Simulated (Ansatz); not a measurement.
# NaMgBr3 (model cell, started as cubic perovskite with Mg in the octahedra): following an unstable mode, part 3 of 3

Wanted: the energy along a soft mode of NaMgBr3 (model cell, started as cubic perovskite with Mg in the octahedra) and the structure at the end.

Ansatz 0.2.0; DFT PBE, scalar-relativistic, plane waves, PAW.

So far. Step 5 (Energy along the mode, all amplitudes (two of the runs …): The lowest of the steps tried is the last one, at 0.6 Å, 13.9 meV/atom below the parent; the bottom of the well need not coincide with a step. Step 7 (The new phase in its own primitive cell): The largest force component left is 0.59 meV/Å and the pressure is 0.002 GPa, within the tolerances set. The cell now holds 30.97 Å³/atom. The relaxed cell has a = 7.530, c = 18.918 Å (conventional setting).

The structure was built from a prototype and need not be the compound's stable phase.

## (8) Modes of the new phase, k-mesh 3×3×3

A relaxed structure may still be a saddle point, so its zone-centre modes are computed. The response to a homogeneous field gives the Born charges and the dielectric tensor.

input.yaml reads:

```yaml
crystal:
  lattice:
    - [3.7652020616, 2.1738404238, 6.3058491851]
    - [-3.7652020616, 2.1738404238, 6.3058491851]
    - [0.0, -4.3476808476, 6.3058491851]
  atoms:
    - { symbol: Na, position: [0.8016972623, 0.8016972623, 0.8016972623] }
    - { symbol: Na, position: [0.1983027377, 0.1983027377, 0.1983027377] }
    - { symbol: Mg, position: [0.5, 0.5, 0.5] }
    - { symbol: Mg, position: [0.0, 0.0, 0.0] }
    - { symbol: Br, position: [0.7498446535, 0.2423265893, 0.7498446535] }
    - { symbol: Br, position: [0.2501553465, 0.7576734107, 0.2501553465] }
    - { symbol: Br, position: [0.7498446535, 0.7498446535, 0.2423265893] }
    - { symbol: Br, position: [0.2501553465, 0.2501553465, 0.7576734107] }
    - { symbol: Br, position: [0.2423265893, 0.7498446535, 0.7498446535] }
    - { symbol: Br, position: [0.7576734107, 0.2501553465, 0.2501553465] }
kpoints:
  mp_grid: { grid: [3, 3, 3] }
hamiltonian:
  xc: pbe
scf:
  occupations: { method: fixed }
output:
  eigenvalues: true
phonons:
  method: dfpt
  dielectric: true
  rigid_motions: translations
```

Run with:

```sh
> ansatz run input.yaml --threads 4 --pin off --max-ram 14336MiB --backend cpu --events-out ev --progress --plain --runs-dir out
```

Numbers of over 12 decimals in the logs are rounded to 6 here.

Output:

```text
[...]
Crystal: 10 atoms, lattice volume = 309.678 Å³
Basis set: ecut = 420 eV, 6045 PW (Γ), exchange–correlation on 108×108×108 points (8 copies of the dense FFT grid, shifted against one another)
Bands: 50, of which v1, the nominal top of the filled ones, is band 40 counted from 1 (39 counted from 0)
Symmetry: 12 space group operations
k-points: 14 of 27 (irreducible under 1 space group operation, time reversal used)
[...]
SCF iter   1: F=—  HF=-23533.469197 eV  |F-HF|=—  |Δ(HF+E_count)|=         —  Δρ=6.50e-4  dr2=2.65e-3  ethr=1.77e-3  ⟨swp⟩=6.6  Hψ=2897  notcnv=0  defer=101
[...]
SCF iter   9: F=-23533.468911 eV  HF=-23533.468911 eV  |F-HF|=1.82e-11  |Δ(HF+E_count)|=  1.09e-10  Δρ=4.68e-8  dr2=8.76e-12  ethr=1.00e-12  ⟨swp⟩=21.9  Hψ=5770  notcnv=0
SCF 1 converged in 9 iterations: F = -23533.468911 eV  dr2 = 8.76e-12
[...]
NSCF: frozen V_eff on 13 k-points
[...]
DFPT response loops at Γ: preconditioner auto → none (the input reference at scf.mixing.eps_inf says where Resta's filter doesn't serve); β = 0.50; Broyden in place of MSR1
── the response to a field inside a basis, on 4×4×4 k-points: an SCF that follows is theirs, and a resumed run solves both again ──
Bands: 41, of which v1, the nominal top of the filled ones, is band 40 counted from 1 (39 counted from 0)
k-points: 10 of 64
[...]
Eigensolver: Dense (10 Hₖ)
SCF iter   1: F=—  HF=-23533.273303 eV  |F-HF|=—  |Δ(HF+E_count)|=         —  Δρ=2.29e-4  dr2=1.38e-4  ethr=1.00e-1
[...]
SCF iter   5: F=-23533.273435 eV  HF=-23533.273435 eV  |F-HF|=1.06e-8  |Δ(HF+E_count)|=   1.28e-7  Δρ=1.59e-6  dr2=1.84e-8  ethr=1.54e-10
SCF 1 converged in 5 iterations: F = -23533.273435 eV  dr2 = 1.84e-8
[...]
WARN: field response: ε∞ stands inside a basis, on 4×4×4 points; the force constants stand on the 3×3×3 k-mesh, whose period is 13.47 times the interband length at k = (0.0000, 0.0000, 0.0000), direct gap 2.576 eV, under 14: take them and everything formed from them as unconverged, and compare with a denser kpoints.mp_grid
SCF converged after 9 iterations
Free energy (F): -23533.468911 eV
[...]
Internal energy: -23533.468911 eV  (E = F + TS)
E sigma→0 (E₀):  -23533.468911 eV
Fermi energy:    1.580841 eV
[...]
--- Band table (eV; the first three rows and the last of 14) ---
  k-point 0: bands = [... 36 lower, 1.0720, 1.4759, 1.4759, 1.5808, 4.1566, 5.2503, 6.0256, 7.3210, ... 6 higher]
  k-point 1: bands = [... 36 lower, 1.0903, 1.1813, 1.2781, 1.3119, 5.2796, 6.0229, 6.5849, 6.7869, ... 6 higher]
  k-point 2: bands = [... 36 lower, 1.0903, 1.1813, 1.2781, 1.3119, 5.2796, 6.0229, 6.5849, 6.7869, ... 6 higher]
  k-point 13: bands = [... 36 lower, 0.7131, 1.0155, 1.0993, 1.3002, 6.5245, 6.7177, 6.8337, 7.0090, ... 6 higher]
[...]
k mesh reduced under 1 symmetry operation, with k and −k counted as one. Each operation leaves every solved perturbation unchanged. A smaller set is not considered because the run solves the response to a homogeneous field
  ASR residual: 4.961e-5 → 0.000e0 eV/Å²; symmetrization residual: 6.574e-6 eV/Å²
  ASR residual per site (eV/Å²): 4.96e-5 4.96e-5 2.73e-6 6.30e-6 3.76e-5 3.76e-5 3.76e-5 3.76e-5 3.76e-5 3.76e-5
  Γ frequencies (cm⁻¹): -51.58 -50.22 -50.22 -35.85 -35.85 0.00 0.00 0.00 23.89 73.87 73.87 75.11 75.11 80.61 80.61 81.76 83.01 83.01 89.76 92.48 92.48 116.69 120.09 176.90 177.54 177.54 187.27 241.12 241.12 253.52
  ε∞ (high-frequency dielectric tensor):
        3.060990     0.000000     0.000000
        0.000000     3.060990    -0.000000
        0.000000    -0.000000     3.011692
  softest optical mode at Γ: -51.58 cm⁻¹; the repairs (sum rule, projections) moved no ω² at Γ by more than (1.71 cm⁻¹)²
  Born effective charges Z* (e; rows j = field, columns β = displacement):
    site 0:
         1.25867   -0.00000    0.00000
         0.00000    1.25867   -0.00000
         0.00000   -0.00000    1.12007
    site 1:
         1.25867   -0.00000    0.00000
         0.00000    1.25867   -0.00000
         0.00000   -0.00000    1.12007
    site 2:
         2.57759   -0.00000    0.00000
         0.00000    2.57759   -0.00000
         0.00000   -0.00000    2.24307
    site 3:
         2.32164   -0.00000    0.00000
         0.00000    2.32164   -0.00000
         0.00000   -0.00000    2.76035
    site 4:
        -1.46768    0.40112   -0.54688
         0.40112   -1.00451    0.31574
        -0.52214    0.30146   -1.20726
    site 5:
        -1.46768    0.40112   -0.54688
         0.40112   -1.00451    0.31574
        -0.52214    0.30146   -1.20726
    site 6:
        -0.77293   -0.00000    0.00000
         0.00000   -1.69927   -0.63149
         0.00000   -0.60291   -1.20726
    site 7:
        -0.77293   -0.00000    0.00000
         0.00000   -1.69927   -0.63149
        -0.00000   -0.60291   -1.20726
    site 8:
        -1.46768   -0.40112    0.54688
        -0.40112   -1.00451    0.31574
         0.52214    0.30146   -1.20726
    site 9:
        -1.46768   -0.40112    0.54688
        -0.40112   -1.00451    0.31574
         0.52214    0.30146   -1.20726
  Z* charge neutrality: 3.083e-2 e pre-enforcement
  solved inside a basis spanned on kpoints, on 4×4×4 k-points, its susceptibility summed on 8×8×8: ε∞ is read to err by 1.5e-2, Z* by 2.4e-2 e (field_mesh: kpoints solves on kpoints); Z* is corrected for what the basis lacks
  optical modes at Γ without the LO–TO term, one row a degenerate level:
      ω (cm⁻¹)  modes    IR ((D/Å)²/amu)
        -51.58      1             0.0000
        -50.22      2             0.0000
        -35.85      2             5.5775
         23.89      1             0.0000
         73.87      2             0.0000
         75.11      2             5.7015
         80.61      2             0.9931
[...]
optical modes at Γ + LO–TO along q̂ = [1.0000, 0.0000, 0.0000]:
      ω (cm⁻¹)  modes    IR ((D/Å)²/amu)
[...]
optical modes at Γ + LO–TO along q̂ = [0.0000, 1.0000, 0.0000]:
      ω (cm⁻¹)  modes    IR ((D/Å)²/amu)
[...]
optical modes at Γ + LO–TO along q̂ = [0.0000, 0.0000, 1.0000]:
      ω (cm⁻¹)  modes    IR ((D/Å)²/amu)
[...]
80.61      2             0.9931
         81.76      1             0.0000
         83.01      2             0.0000
         91.56      1             0.0296
         92.48      2             0.0000
        120.09      1             0.0000
        139.26      1             0.8175
        176.90      1             0.0000
        177.54      2            23.5461
        241.12      2             0.1150
        251.58      1             1.9420
        265.30      1            14.8921
```

It took 92 s on 4 threads of Arm Neoverse V2, shared host; peak memory 2.8 GiB; 5.7 min of CPU time.

Numbers from this step:

```
sum-rule residual before enforcement                    : 4.96e-5 eV/Å²
miss of the charge sum rule                             : 0.03083 e
estimated error of the dielectric tensor                : 0.01502
estimated error of the Born charges                     : 0.02445 e
point group                                             : -3m
highest optical mode at the zone centre (no LO-TO term) : 253.5 cm⁻¹
lowest optical zone-centre mode                         : -51.58 cm⁻¹
mean high-frequency dielectric constant                 : 3.045
largest Born charge (third of the trace)                : 2.468 e
top of the zone-centre spectrum with the field          : 265.3 cm⁻¹
```

Without the LO-TO term. Patterns of degenerate modes are one choice out of their space. Modes at Γ, with each element's share of the kinetic energy (negative means imaginary):

| mode | frequency (cm⁻¹) | symmetry | Na % | Mg % | Br % |
| --- | --- | --- | --- | --- | --- |
| 1 | -51.6 | A2g | 0 | 0 | 100 |
| 2 | -50.2 | Eg | 23 | 0 | 77 |
| 3 | -50.2 | Eg | 23 | 0 | 77 |
| 4 | -35.9 | Eu | 56 | 0 | 43 |
| 5 | -35.9 | Eu | 56 | 0 | 43 |
| 6 | 0.0 | acoustic | 8 | 8 | 84 |
| 7 | 0.0 | acoustic | 8 | 8 | 84 |
| 8 | 0.0 | acoustic | 8 | 8 | 84 |
| 9 | 23.9 | A1u | 0 | 0 | 100 |
| 10 | 73.9 | Eg | 64 | 0 | 36 |
| 11 | 73.9 | Eg | 64 | 0 | 36 |
| 12 | 75.1 | Eu | 21 | 6 | 73 |
| 13 | 75.1 | Eu | 21 | 6 | 73 |
| 14 | 80.6 | Eu | 14 | 31 | 55 |
| 15 | 80.6 | Eu | 14 | 31 | 55 |
| 16 | 81.8 | A1g | 30 | 0 | 70 |
| 17 | 83.0 | Eg | 12 | 0 | 88 |
| 18 | 83.0 | Eg | 12 | 0 | 88 |
| 19 | 89.8 | A2u | 14 | 33 | 54 |
| 20 | 92.5 | Eg | 1 | 0 | 99 |
| 21 | 92.5 | Eg | 1 | 0 | 99 |
| 22 | 116.7 | A2u | 74 | 8 | 18 |
| 23 | 120.1 | A1g | 69 | 0 | 31 |
| 24 | 176.9 | A1g | 0 | 0 | 100 |
| 25 | 177.5 | Eu | 0 | 55 | 45 |
| 26 | 177.5 | Eu | 0 | 55 | 45 |
| 27 | 187.3 | A2u | 0 | 56 | 44 |
| 28 | 241.1 | Eu | 1 | 99 | 0 |
| 29 | 241.1 | Eu | 1 | 99 | 0 |
| 30 | 253.5 | A2u | 5 | 95 | 0 |

Displacements in mode 1 (-51.6 cm⁻¹), the largest set to 1:
```
Na1  0.00  0.00  0.00
Na2  0.00  0.00  0.00
Mg3  0.00  0.00  0.00
Mg4  0.00  0.00  0.00
Br5 -0.50 -0.87  0.00
Br6  0.50  0.87  0.00
Br7  1.00  0.00  0.00
Br8 -1.00  0.00  0.00
Br9 -0.50  0.87  0.00
Br10 0.50 -0.87  0.00
```

Displacements in mode 13 (75.1 cm⁻¹), the largest set to 1:
```
Na1 -0.23  1.00  0.00
Na2 -0.23  1.00  0.00
Mg3 -0.15  0.65  0.00
Mg4 -0.10  0.42  0.00
Br5  0.19 -0.10 -0.54
Br6  0.19 -0.10 -0.54
Br7  0.00 -0.31  0.77
Br8  0.00 -0.31  0.77
Br9 -0.08 -0.04 -0.23
Br10-0.08 -0.04 -0.23
```

Optical modes at the zone centre, without and with the macroscopic field of the longitudinal modes; each column is sorted by frequency, so a row need not hold one and the same mode. Modes with and without the field, by row:

| rank among optical modes | no field (cm⁻¹) | q along (1, 0, 0) (cm⁻¹) | q along (0, 0, 1) (cm⁻¹) |
| --- | --- | --- | --- |
| 1 | -51.6 | -51.6 | -51.6 |
| 2 | -50.2 | -50.2 | -50.2 |
| 3 | -50.2 | -50.2 | -50.2 |
| 4 | -35.9 | -35.9 | -35.9 |
| 5 | -35.9 | 23.9 | -35.9 |
| 6 | 23.9 | 24.6 | 23.9 |
| 7 | 73.9 | 73.9 | 73.9 |
| 8 | 73.9 | 73.9 | 73.9 |
| 9 | 75.1 | 75.1 | 75.1 |
| 10 | 75.1 | 79.7 | 75.1 |
| 11 | 80.6 | 80.6 | 80.6 |
| 12 | 80.6 | 81.8 | 80.6 |
| 13 | 81.8 | 83 | 81.8 |
| 14 | 83 | 83 | 83 |
| 15 | 83 | 89.8 | 83 |
| 16 | 89.8 | 92.5 | 91.6 |
| 17 | 92.5 | 92.5 | 92.5 |
| 18 | 92.5 | 101.1 | 92.5 |
| 19 | 116.7 | 116.7 | 120.1 |
| 20 | 120.1 | 120.1 | 139.3 |
| 21 | 176.9 | 176.9 | 176.9 |
| 22 | 177.5 | 177.5 | 177.5 |
| 23 | 177.5 | 187.3 | 177.5 |
| 24 | 187.3 | 240.1 | 241.1 |
| 25 | 241.1 | 241.1 | 241.1 |
| 26 | 241.1 | 253.5 | 251.6 |
| 27 | 253.5 | 257.1 | 265.3 |

Born charge (rows field, columns displacement) (e), principal values of the symmetric part by kind of site:

| atom | atoms with these values | low | middle | high | mean |
| --- | --- | --- | --- | --- | --- |
| Na1 | 2 | 1.12 | 1.26 | 1.26 | 1.21 |
| Mg3 | 1 | 2.24 | 2.58 | 2.58 | 2.47 |
| Mg4 | 1 | 2.32 | 2.32 | 2.76 | 2.47 |
| Br5 | 6 | -2.12 | -0.79 | -0.77 | -1.23 |

In full for Na1:

```
1.26 0.00 0.00
0.00 1.26 0.00
0.00 0.00 1.12
```

High-frequency dielectric tensor:

```
3.06 0.00 0.00
0.00 3.06 0.00
0.00 0.00 3.01
```

Transverse modes; imaginary modes are left out. Infrared lines, with heights relative to the strongest:

| position (cm⁻¹) | relative intensity |
| --- | --- |
| 24 | 0.0 |
| 74 | 0.0 |
| 75 | 24 |
| 81 | 4.2 |
| 82 | 0.0 |
| 83 | 0.0 |
| 90 | 2.8 |
| 92 | 0.0 |
| 117 | 26 |
| 120 | 0.0 |
| 177 | 0.0 |
| 178 | 100 |
| 187 | 46 |
| 241 | 0.5 |
| 254 | 0.3 |

Before it was imposed, the acoustic sum rule was missed by 5.0e-5 eV/Å² and the charge sum rule by 0.031 e. The charge miss is large and points to the mesh or the basis. The lowest optical mode is imaginary, 51.6i cm⁻¹, so the energy falls along it.

The log warns of the k mesh: “the force constants stand on the 3×3×3 k-mesh, whose period is 13.47 times the interband length at k = (0.0000, 0.0000, 0.0000), direct gap 2.576 eV, under 14: take them and everything formed from them as unconverged”.

## (9) Outcome

| Quantity | Value |
| --- | --- |
| unstable mode of the parent | q = (-0.5, -0.5, -0.5), 74i cm⁻¹ |
| depth at the lowest point sampled | 13.9 meV/atom |
| largest atomic shift at that point | 0.6 Å |
| space group reached (within 0.01 Å) | R-3m |
| energy gained over the parent (first relaxation, on the mesh of the frozen mode) | 22.0 meV/atom |
| volume per atom, phase reached | 31.0 Å³ |
| gap on the k-mesh, phase reached | 2.58 eV |
| lowest optical zone-centre mode, phase reached | -51.6 cm⁻¹ |
| highest optical mode at the zone centre (no LO-TO term), phase reached | 254 cm⁻¹ |

What this shows: Along this mode the structure falls into R-3m, 22.0 meV/atom below the parent. At the parent's cell the well is 13.93 meV/atom deep on the steps tried, with its lowest point at a shift of 0.6 Å. That is the last step tried, so the steps alone don't bracket the bottom of the well. Relaxing atoms and cell changes the gain by +8.03 meV/atom against the lowest step (energies at zero smearing). The new phase still has an imaginary mode at the zone centre of its cell, so it is a saddle point on the way to a lower structure. Of the 9 patterns followed to their end from this parent, this one ends 74.6 meV/atom above the lowest, Imma. Each path keeps the symmetry of its pattern, so a lower phase may lie along a pattern not tried. With the field response the log warns that the k mesh is coarse for the force constants too, so the frequencies may not be converged. The starting cell was built on a prototype and not taken from a measurement, so the phase need not exist.

[Logs are printed without paths, hosts, clocks, repeated set-up lines and the standing remarks that a program may print on its own settings, such as how far it seeks lower states.]

[Hosts, paths, dates, database ids (printed as entryN), source tags and the programs' standing remarks are cut or masked in the printed files.]
